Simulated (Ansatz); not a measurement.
# Decaying states in the gap of LiPH2SO3

A new crystal, LiPH2SO3: structure, gap and complex bands. It is built by putting Li for K in the KPH2SO3 structure of space group Cm, with the volume rescaled by atomic radii. The parent structure comes from the Materials Project.

Program: Ansatz 0.2.0. Level of theory: r2SCAN DFT, plane waves, PAW files, in the first sound run; inputs show where later runs differ. Results are calculated unless marked as measured.

The structure was built from a prototype and need not be the compound's stable phase.

**1. The starting structure**

Symmetry: Cm, No. 8, monoclinic system. The conventional cell has a = 6.005 Å, b = 5.814 Å, c = 5.488 Å, α = 90.00°, β = 108.32°, γ = 90.00°. Li has 5 O at 2.66 to 2.81 Å and 2 H at 3.02 Å and 3 S at 3.06 to 3.07 Å nearest. Nearest to H lie 1 O at 0.95 Å. P has 3 O at 1.42 to 1.46 Å and 1 S at 1.81 Å nearest. Nearest to S lie 1 P at 1.81 Å and 2 H at 2.73 Å and 3 Li at 3.06 to 3.07 Å. O has 2 H at 1.36 Å and 1 P at 1.42 Å nearest. Nearest to O lie 1 H at 0.95 Å and 1 P at 1.46 Å. It derives from KPH2SO3. Li for K in the KPH2SO3 structure of space group Cm. Farther neighbours and most contacts between anions are not listed.

**2. Relaxing the new crystal**

The substituted atoms don't fit the parent's cell, so cell and atoms relax together. A small smearing keeps the run stable in case the gap closes on the way.

input.yaml

```yaml
crystal:
  lattice:
    - [3.0026320596, -2.9071763705, 0.0]
    - [3.0026320596, 2.9071763705, 0.0]
    - [-1.7249875698, 0.0, 5.2099821613]
  atoms:
    - { symbol: Li, position: [0.847257, 0.847257, 0.611907] }
    - { symbol: H, position: [0.20698, 0.829688, 0.18892] }
    - { symbol: H, position: [0.829688, 0.20698, 0.18892] }
    - { symbol: P, position: [0.344861, 0.344861, 0.111208] }
    - { symbol: S, position: [0.384806, 0.384806, 0.797994] }
    - { symbol: O, position: [0.107084, 0.107084, 0.10396] }
    - { symbol: O, position: [0.262321, 0.651173, 0.269541] }
    - { symbol: O, position: [0.651173, 0.262321, 0.269541] }
kpoints:
  mp_grid: { grid: [6, 6, 4] }
scf:
  occupations: { method: gaussian, width: 0.03 }
hamiltonian:
  xc: r2scan
output:
  forces: true
  stress: true
relax:
  f_tol: 0.02
  max_steps: 60
  cell: {}
```

Run with:

```console
ansatz run input.yaml --threads 2 --pin off --max-ram 4096MiB --backend cpu --events-out ev --progress --plain --runs-dir out
```

Numbers of over 12 decimals in the logs are rounded to 6 here.

What it wrote:

```text
Engine: ansatz 0.2.0, aarch64-unknown-linux-gnu
Pseudopotentials: kind: paw
Pseudopotential: Li, paw, valence charge 3, recommended cutoff 500 eV (meta_gga), Li.paw.azcp
Pseudopotential: H, paw, valence charge 1, recommended cutoff 500 eV (meta_gga), H.paw.azcp
Pseudopotential: P, paw, valence charge 5, recommended cutoff 500 eV (meta_gga), P.paw.azcp
Pseudopotential: S, paw, valence charge 6, recommended cutoff 500 eV (meta_gga), S.paw.azcp
Pseudopotential: O, paw, valence charge 6, recommended cutoff 500 eV (meta_gga), O.paw.azcp
Functional definition: r2SCAN
  parameter k0 = 0.174
  parameter k1 = 0.065
  parameter a1 = 4.9479
  exchange = r2scan_x(k0 = k0, k1 = k1, a1 = a1)
  correlation = r2scan_c
Crystal: 8 atoms, lattice volume = 90.958 Å³
Basis set: ecut = 500 eV, 2315 PW (Γ), exchange–correlation on 128×128×180 points (64 copies of the dense FFT grid, shifted against one another)
Bands: 25, of which v1, the nominal top of the filled ones, is band 17 counted from 1 (16 counted from 0)
Symmetry: 2 space group operations
Space group: Cm (ITA 8), of the structure as read, at distance tolerance 4.5e-5 Å
k-points: 47 of 144 (time reversal used)
Non-local potential: Li, projectors of the file, l = 0: 3, l = 1: 2, l = 2: 1
Non-local potential: H, projectors of the file, l = 0: 2, l = 1: 1
Non-local potential: P, projectors of the file, l = 0: 2, l = 1: 2, l = 2: 2
Non-local potential: S, projectors of the file, l = 0: 2, l = 1: 2, l = 2: 2
Non-local potential: O, projectors of the file, l = 0: 2, l = 1: 2, l = 2: 1
PAW form: soft (Blöchl's): semilocal exchange-correlation on the pseudo side does not see the compensation charge
PAW frozen core: P, regenerated for the run's functional (the file was generated under x = pbe(κ = 0.804, μ = 0.219515), c = pbe(β = 0.066725))
PAW frozen core: S, regenerated for the run's functional (the file was generated under x = pbe(κ = 0.804, μ = 0.219515), c = pbe(β = 0.066725))
PAW frozen core: O, regenerated for the run's functional (the file was generated under x = pbe(κ = 0.804, μ = 0.219515), c = pbe(β = 0.066725))
PAW one-centre angular grid: Li, 302 points (default); XC on 327 of its mesh's 2665 points in the sphere
PAW one-centre angular grid: H, 302 points (default); XC on 160 Gauss nodes
PAW one-centre angular grid: P, 302 points (default); XC on 160 Gauss nodes
PAW one-centre angular grid: S, 302 points (default); XC on 160 Gauss nodes
PAW one-centre angular grid: O, 302 points (default); XC on 160 Gauss nodes
Initial density: superposition of atomic densities (neutral atoms: chi_scale 0, normalization atom), corrected by the library's trained network
Initial wavefunctions: pseudopotential atomic-orbital guess
Functional: x = r2scan, c = r2scan; τ floored in thin density (d = 2e-4 eV/Å³)
SCF iter   1: F=—  HF=-3609.523821 eV  |F-HF|=—  |Δ(HF+E_count)|=         —  Δρ=8.49e-3  dr2=7.41e-2  dr2_τ=8.11e-1  ethr=1.77e-3  ⟨swp⟩=8.4  Hψ=7884  notcnv=0  defer=19
preconditioner: auto → Resta (q_TF=auto, 2.316 Å⁻¹)  ε∞=2.9  [insulator: Δε(μ)=5.477 eV  Ē_g=14.851 eV  σ=0.030 eV  W_gap=1.00  n_scr=20 (ndim 8)  ℏωp=20.3 eV  f_vac=0.050  D(μ)=0.00/eV (n_scr^D=0)  ε∞_Penn≈2.9]
SCF iter   2: F=—  HF=-3609.629828 eV  |F-HF|=—  |Δ(HF+E_count)|=   1.06e-1  Δρ=4.62e-3  dr2=1.31e-2  dr2_τ=1.47e-3  ethr=2.18e-4  ⟨swp⟩=3.0  Hψ=2907  notcnv=0  defer=71
SCF iter   3: F=—  HF=-3609.627299 eV  |F-HF|=—  |Δ(HF+E_count)|=   2.53e-3  Δρ=1.18e-3  dr2=9.82e-4  dr2_τ=1.37e-4  ethr=3.84e-5  ⟨swp⟩=3.9  Hψ=2441  notcnv=0  defer=24
automatic band count: iteration 3 solves 24 bands in place of 25: the levels show a gap, and the empty bands left out lie too high to hold charge; the band table lists the bands solved (type scf.n_extra_bands for more)
SCF iter   4: F=—  HF=-3609.627329 eV  |F-HF|=—  |Δ(HF+E_count)|=   2.99e-5  Δρ=2.99e-4  dr2=7.88e-5  dr2_τ=8.29e-6  ethr=2.89e-6  ⟨swp⟩=2.9  Hψ=2028  notcnv=0  defer=24
SCF iter   5: F=—  HF=-3609.627349 eV  |F-HF|=—  |Δ(HF+E_count)|=   1.96e-5  Δρ=1.47e-4  dr2=1.70e-5  dr2_τ=2.21e-6  ethr=2.32e-7  ⟨swp⟩=2.0  Hψ=1889  notcnv=0  defer=24
SCF iter   6: F=—  HF=-3609.627346 eV  |F-HF|=—  |Δ(HF+E_count)|=   2.13e-6  Δρ=3.39e-5  dr2=1.20e-6  dr2_τ=1.28e-7  ethr=4.99e-8  ⟨swp⟩=2.1  Hψ=1834  notcnv=0  defer=24
SCF iter   7: F=—  HF=-3609.627347 eV  |F-HF|=—  |Δ(HF+E_count)|=   2.37e-7  Δρ=1.38e-5  dr2=1.38e-7  dr2_τ=1.65e-8  ethr=3.52e-9  ⟨swp⟩=2.1  Hψ=1945  notcnv=0  defer=24
SCF iter   8: F=-3609.627347 eV  HF=-3609.627347 eV  |F-HF|=4.62e-9  |Δ(HF+E_count)|=   1.89e-9  Δρ=2.74e-6  dr2=5.17e-9  dr2_τ=7.51e-10  ethr=2.94e-10  ⟨swp⟩=5.2  Hψ=4091  notcnv=0
SCF 1 converged in 8 iterations: F = -3609.627347 eV  dr2 = 5.17e-9
  greatest PAW one-centre occupation: 0.999 electrons in one spin orbital (limit 2), on the Li atom at site 0 (counted from 0), in its partial waves of l = 0
relax step   1: F+E_penalty+E_count = -3609.62734663 eV  Δ(F+E_penalty+E_count) = +0.000e0 eV  max|allowed force component| = 6.778e0 eV/Å  Δτ_max = 0.0000 Å  P = +33.216 GPa  Ω = 90.958 Å³  (8 SCF iters, dr2 threshold 1.00e-7 eV, accepted)
Crystal: 8 atoms, lattice volume = 94.815 Å³
Basis set: ecut = 500 eV, 2389 PW (Γ), exchange–correlation on 128×128×180 points (64 copies of the dense FFT grid, shifted against one another)
Initial density: handed on by an earlier stage of this run
Initial wavefunctions: those handed on with the density
iter 1 solved again at ethr=1.71e-3 eV; its pass at ethr=3.10e-3 eV (dr2=5.82e-1 eV) is discarded
SCF iter   1: F=—  HF=-3611.564609 eV  |F-HF|=—  |Δ(HF+E_count)|=         —  Δρ=2.25e-2  dr2=5.83e-1  dr2_τ=7.75e-1  ethr=1.71e-3  ⟨swp⟩=1.1  Hψ=7537  notcnv=0
automatic band count: iteration 1 solves 20 bands in place of 25: the levels show a gap, and the empty bands left out lie too high to hold charge; the band table lists the bands solved (type scf.n_extra_bands for more)
preconditioner: auto → Resta (q_TF=auto, 2.300 Å⁻¹)  ε∞=3.3  [insulator: Δε(μ)=5.059 eV  Ē_g=13.913 eV  σ=0.030 eV  W_gap=1.00  n_scr=20 (ndim 8)  ℏωp=20.9 eV  f_vac=0.074  D(μ)=0.00/eV (n_scr^D=0)  ε∞_Penn≈3.3]
SCF iter   2: F=—  HF=-3611.456359 eV  |F-HF|=—  |Δ(HF+E_count)|=   1.08e-1  Δρ=8.73e-3  dr2=6.39e-2  dr2_τ=4.33e-3  ethr=1.71e-3  ⟨swp⟩=4.2  Hψ=1980  notcnv=0
SCF iter   3: F=—  HF=-3611.443246 eV  |F-HF|=—  |Δ(HF+E_count)|=   1.31e-2  Δρ=2.36e-3  dr2=3.87e-3  dr2_τ=3.23e-4  ethr=1.88e-4  ⟨swp⟩=4.0  Hψ=2295  notcnv=0
SCF iter   4: F=—  HF=-3611.443941 eV  |F-HF|=—  |Δ(HF+E_count)|=   6.95e-4  Δρ=6.53e-4  dr2=2.83e-4  dr2_τ=4.01e-5  ethr=1.14e-5  ⟨swp⟩=2.4  Hψ=1866  notcnv=0
[...]
relax step  11: F+E_penalty+E_count = -3612.27903462 eV  Δ(F+E_penalty+E_count) = -5.378e-4 eV  max|allowed force component| = 6.884e-2 eV/Å  Δτ_max = 0.0360 Å  P = +0.161 GPa  Ω = 94.117 Å³  energy of the carried Pulay correction = -1.746e-3 eV  (6 SCF iters, dr2 threshold 8.00e-7 eV, accepted)
relax step  12: F+E_penalty+E_count = -3612.28091511 eV  Δ(F+E_penalty+E_count) = -1.880e-3 eV  max|allowed force component| = 2.013e-2 eV/Å  Δτ_max = 0.0121 Å  P = +0.014 GPa  Ω = 94.581 Å³  energy of the carried Pulay correction = -1.998e-3 eV  (5 SCF iters, dr2 threshold 8.00e-7 eV, accepted)
relax step  13: F+E_penalty+E_count = -3612.28110323 eV  Δ(F+E_penalty+E_count) = -1.881e-4 eV  max|allowed force component| = 6.966e-3 eV/Å  Δτ_max = 0.0079 Å  P = -0.001 GPa  Ω = 94.620 Å³  energy of the carried Pulay correction = -2.019e-3 eV  (6 SCF iters, dr2 threshold 2.53e-8 eV, accepted)
relax step  14: F+E_penalty+E_count = -3612.28137564 eV  Δ(F+E_penalty+E_count) = -2.724e-4 eV  max|allowed force component| = 1.918e-2 eV/Å  Δτ_max = 0.0308 Å  P = +0.002 GPa  Ω = 94.705 Å³  energy of the carried Pulay correction = -2.065e-3 eV  (10 SCF iters, accepted)
relax step  15: F+E_penalty+E_count = -3612.28145499 eV  Δ(F+E_penalty+E_count) = -7.935e-5 eV  max|allowed force component| = 2.211e-2 eV/Å  Δτ_max = 0.0072 Å  P = +0.019 GPa  Ω = 94.698 Å³  energy of the carried Pulay correction = -2.061e-3 eV  (8 SCF iters, accepted)
relax step  16: F+E_penalty+E_count = -3612.28149798 eV  Δ(F+E_penalty+E_count) = -4.299e-5 eV  max|allowed force component| = 9.506e-3 eV/Å  Δτ_max = 0.0094 Å  P = +0.000 GPa  Ω = 94.715 Å³  energy of the carried Pulay correction = -2.070e-3 eV  (6 SCF iters, dr2 threshold 3.06e-8 eV, accepted)
relax step  17: F+E_penalty+E_count = -3612.29235681 eV  Δ(F+E_penalty+E_count) = -1.086e-2 eV  max|allowed force component| = 1.160e-2 eV/Å  Δτ_max = 0.0000 Å  P = +0.187 GPa  Ω = 94.715 Å³  stress off target by 3.75e-1 GPa  SCF on the basis re-selected at this cell (its energy is not comparable with the rows above)  (7 SCF iters)
relax step  18: F+E_penalty+E_count = -3612.29314758 eV  Δ(F+E_penalty+E_count) = -7.908e-4 eV  max|allowed force component| = 9.637e-2 eV/Å  Δτ_max = 0.0411 Å  P = -0.157 GPa  Ω = 95.462 Å³  energy of the carried Pulay correction = -3.217e-4 eV  (7 SCF iters, dr2 threshold 3.52e-7 eV, accepted)
relax step  19: F+E_penalty+E_count = -3612.29357662 eV  Δ(F+E_penalty+E_count) = -4.290e-4 eV  max|allowed force component| = 5.805e-2 eV/Å  Δτ_max = 0.0186 Å  P = +0.055 GPa  Ω = 95.100 Å³  energy of the carried Pulay correction = -1.518e-4 eV  (6 SCF iters, dr2 threshold 5.80e-7 eV, accepted)
relax step  20: F+E_penalty+E_count = -3612.29382228 eV  Δ(F+E_penalty+E_count) = -2.457e-4 eV  max|allowed force component| = 1.878e-2 eV/Å  Δτ_max = 0.0113 Å  P = +0.016 GPa  Ω = 95.127 Å³  energy of the carried Pulay correction = -1.680e-4 eV  (6 SCF iters, dr2 threshold 2.11e-7 eV, accepted)
iter 1 solved again at ethr=9.75e-7 eV; its pass at ethr=3.10e-3 eV (dr2=3.32e-4 eV) is discarded
SCF iter   1: F=—  HF=-3612.293883 eV  |F-HF|=—  |Δ(HF+E_count)|=         —  Δρ=1.07e-4  dr2=3.38e-7  dr2_τ=6.91e-7  ethr=9.75e-7  ⟨swp⟩=4.2  Hψ=10732  notcnv=0
eigensolver tolerance schedule: the retry pair's looser diagonalisation over-reported the residual by 981.05 of it (diagonalisation noise at 0.45 of the residual, at the tolerance the schedule requests for it); recorded, not acted on — ethr = c·dr2/N_el stays at c = 1.0e-1
preconditioner: auto → Resta (q_TF=auto, 2.298 Å⁻¹)  ε∞=2.9  [insulator: Δε(μ)=5.240 eV  Ē_g=14.587 eV  σ=0.030 eV  W_gap=1.00  n_scr=18 (ndim 8)  ℏωp=20.1 eV  f_vac=0.037  D(μ)=0.00/eV (n_scr^D=0)  ε∞_Penn≈2.9]
SCF iter   2: F=—  HF=-3612.293961 eV  |F-HF|=—  |Δ(HF+E_count)|=   7.82e-5  Δρ=5.41e-5  dr2=8.79e-8  dr2_τ=1.32e-6  ethr=9.93e-10  ⟨swp⟩=3.0  Hψ=2317  notcnv=0
SCF iter   3: F=—  HF=-3612.293968 eV  |F-HF|=—  |Δ(HF+E_count)|=   6.40e-6  Δρ=4.29e-6  dr2=7.59e-9  dr2_τ=5.03e-9  ethr=2.58e-10  ⟨swp⟩=2.6  Hψ=2012  notcnv=0
SCF iter   4: F=—  HF=-3612.293968 eV  |F-HF|=—  |Δ(HF+E_count)|=   1.50e-8  Δρ=9.50e-7  dr2=6.09e-10  dr2_τ=1.49e-10  ethr=2.23e-11  ⟨swp⟩=2.2  Hψ=1845  notcnv=0
SCF iter   5: F=—  HF=-3612.293968 eV  |F-HF|=—  |Δ(HF+E_count)|=  4.79e-10  Δρ=4.08e-7  dr2=1.52e-10  dr2_τ=1.56e-11  ethr=1.00e-12  ⟨swp⟩=6.0  Hψ=4581  notcnv=0
SCF iter   6: F=-3612.293968 eV  HF=-3612.293968 eV  |F-HF|=9.09e-13  |Δ(HF+E_count)|=  7.82e-11  Δρ=1.60e-7  dr2=1.86e-11  dr2_τ=3.73e-12  ethr=1.00e-12  ⟨swp⟩=5.1  Hψ=4088  notcnv=0
SCF 21 converged in 6 iterations: F = -3612.293968 eV  dr2 = 1.86e-11
relax step  21: F+E_penalty+E_count = -3612.29396768 eV  Δ(F+E_penalty+E_count) = -1.454e-4 eV  max|allowed force component| = 1.884e-2 eV/Å  Δτ_max = 0.0000 Å  P = +0.013 GPa  Ω = 95.127 Å³  stress off target by 3.21e-2 GPa  SCF on the basis re-selected at this cell (its energy is not comparable with the rows above)  (6 SCF iters)
basis re-selected at this cell: Δ(F+E_penalty+E_count) = -1.454e-4 eV, ΔP = -0.002 GPa vs the last step (what re-selecting the basis moved, of the pressure what is left beyond the Pulay correction that the steps carried, after the strain that the cell walked since its last selection, with what the two solves' SCF thresholds leave and, on support functions, any second-order correction that the steps lacked; it is no m [...]
SCF converged after 6 iterations
Free energy (F): -3612.293968 eV
Harris-Foulkes:  -3612.293968 eV  (|F-HF|=9.09e-13)
Internal energy: -3612.293968 eV  (E = F + TS)
E sigma→0 (E₀):  -3612.293968 eV
Fermi energy:    5.008598 eV
--- Per-component energies (eV) ---
  E_band       = -268.586959
  E_kinetic    = 768.584657
  E_local      = -2006.860724  (includes V_loc(G=0)·N_el)
  E_nonlocal   = 171.232624
  E_hartree    = 716.305822
  E_xc         = -401.049400
  E_vxc        = -522.887764  (∫ρ·V_xc dr)
  E_paw        = -1689.854443  (= ΣΔE_a)
  E_vpaw       = -143.479558  (= ΣTr[D̂ρ^β])
  E_aug_tail   = 0.002324  (compensation charges beyond the density's cutoff)
  E_vtau       = 32.209781  (kinetic-family band-sum trace: ∫τ·v_τ [+ j·A + Jᵃ·Aᵃ] dr)
  E_ewald      = -1170.358396
  E_core_change = -0.296432  (= ΣΔE_core)
  E_smearing   = -0.000000  (= −TS)
  E_closure    = -0.000000  (closes the sum)
  Σ components = -3612.293968   (vs F -3612.293968, Δ=0.00e0)
--- Forces (eV/Å), atoms counted from 1 ---
  atom   1  Li    -0.00157414     0.00000000    -0.00040264
  atom   2  H     -0.00048631     0.00011772    -0.00292178
  atom   3  H     -0.00048631    -0.00011772    -0.00292178
  atom   4  P     -0.01289615    -0.00000000    -0.01884242
  atom   5  S     -0.00060534    -0.00000000     0.00365037
  atom   6  O      0.00742983    -0.00000000     0.00337497
  atom   7  O      0.00431005     0.00618358     0.00903295
  atom   8  O      0.00431005    -0.00618358     0.00903295
  max |Σ_I F_I| component: 2.63e-6 eV/Å
--- Stress (GPa, compression-positive) ---
        0.003665       0.000000       0.004163
        0.000000       0.032079      -0.000000
        0.004159      -0.000000       0.003915
  P = ⅓ Tr σ = 0.0132 GPa (0.132 kbar)
--- Relaxed structure (19 steps of the walk, 19 accepted, 2 SCFs on fresh bases) ---
  F+E_penalty+E_count = -3612.29396768 eV   max|allowed force component| = 1.884e-2 eV/Å   (the final SCF, on the basis selected at the relaxed cell)
  cell:  # Å, volume = 95.1267 Å³
    - [2.803723, -3.392304, -0.379205]
    - [2.803723, 3.392304, -0.379205]
    - [-2.268689, 2.853674646599468e-16, 5.307676]
  atoms:
    - { symbol: Li, position: [0.778649, 0.778649, 0.658013] }
    - { symbol: H, position: [0.228841, 0.828245, 0.207955] }
    - { symbol: H, position: [0.828245, 0.228841, 0.207955] }
    - { symbol: P, position: [0.350100, 0.350100, 0.088943] }
    - { symbol: S, position: [0.337511, 0.337511, 0.744294] }
    - { symbol: O, position: [0.061932, 0.061932, 0.052959] }
    - { symbol: O, position: [0.352378, 0.696515, 0.290936] }
    - { symbol: O, position: [0.696515, 0.352378, 0.290936] }
```

It took 4.2 min on 2 threads of Arm Neoverse V1, shared host; peak memory 0.61 GiB.

The steps of the relaxation:

```csv
step,energy less that of the first step (eV),largest force component (eV/Å),pressure (GPa),volume (Å³)
1,0.0000,6.7779,33.22,90.96
2,-1.8167,3.6882,11.97,94.81
3,-2.2555,1.4666,2.57,100.35
4,-2.4050,0.8725,-0.19,98.56
5,-2.4744,0.5093,-0.47,97.97
6,-2.5637,0.6567,0.23,96.16
7,-2.6128,0.6371,0.30,94.43
8,-2.6274,0.6884,0.22,93.62
9,-2.6439,0.4272,0.32,94.70
10,-2.6511,0.1303,-0.45,94.90
11,-2.6517,0.0688,0.16,94.12
12,-2.6536,0.0201,0.01,94.58
13,-2.6538,0.0070,0.00,94.62
14,-2.6540,0.0192,0.00,94.71
15,-2.6541,0.0221,0.02,94.70
16,-2.6542,0.0095,0.00,94.72
17*,-2.6650,0.0116,0.19,94.72
18,-2.6658,0.0964,-0.16,95.46
19,-2.6662,0.0581,0.05,95.10
20,-2.6665,0.0188,0.02,95.13
21*,-2.6666,0.0188,0.01,95.13
```

Relaxation steps marked * repeat the geometry before them on a plane-wave basis chosen anew for their cell, so energy and pressure can jump there.

Forces are held to the 2 operations that the run works with; a distortion that breaks them can't arise in this run.

```csv
cell as run,before,after,change
a (Å),4.179,4.417,+5.7 %
b (Å),4.179,4.417,+5.7 %
c (Å),5.488,5.772,+5.2 %
α (°),103.05,109.17,+5.9 %
β (°),103.05,109.17,+5.9 %
γ (°),88.15,100.34,+13.8 %
volume (Å³/atom),11.37,11.89,+4.6 %
```

The atoms that moved most (Å, as changes of fractional coordinates times the final cell):

```csv
atom,dx,dy,dz,length
Li1,-0.489,0.000,0.297,0.572
O8,0.331,0.152,0.062,0.369
O7,0.331,-0.152,0.062,0.369
S5,-0.143,0.000,-0.249,0.287
O6,-0.137,0.000,-0.236,0.274
P4,0.080,0.000,-0.122,0.146
H2,0.014,-0.079,0.093,0.123
H3,0.014,0.079,0.093,0.123
```

The relaxed structure:

```cif
data_structure
_symmetry_space_group_name_H-M 'P 1'
_symmetry_Int_Tables_number 1
_cell_length_a 4.4173
_cell_length_b 4.4173
_cell_length_c 5.7722
_cell_angle_alpha 109.172
_cell_angle_beta 109.172
_cell_angle_gamma 100.342
_cell_volume 95.13
loop_
_atom_site_label
_atom_site_type_symbol
_atom_site_fract_x
_atom_site_fract_y
_atom_site_fract_z
_atom_site_occupancy
Li1 Li 0.77865 0.77865 0.65801 1
H2 H 0.22884 0.82825 0.20795 1
H3 H 0.82825 0.22884 0.20795 1
P4 P 0.35010 0.35010 0.08894 1
S5 S 0.33751 0.33751 0.74429 1
O6 O 0.06193 0.06193 0.05296 1
O7 O 0.35238 0.69651 0.29094 1
O8 O 0.69651 0.35238 0.29094 1
```

This step gave:

| Item | Value |
| --- | --- |
| free energy | -3612.2940 eV |
| Fermi energy | 5.009 eV |
| pressure | 0.01322 GPa |

The largest force component on a free atom ends at 0.019 eV/Å.

(Continued in part 2 of 2.)

[Logs are printed without paths, hosts, clocks, repeated set-up lines and the standing remarks that a program may print on its own settings, such as how far it seeks lower states.]

[Hosts, paths, dates, database ids (printed as entryN), source tags and the programs' standing remarks are cut or masked in the printed files.]
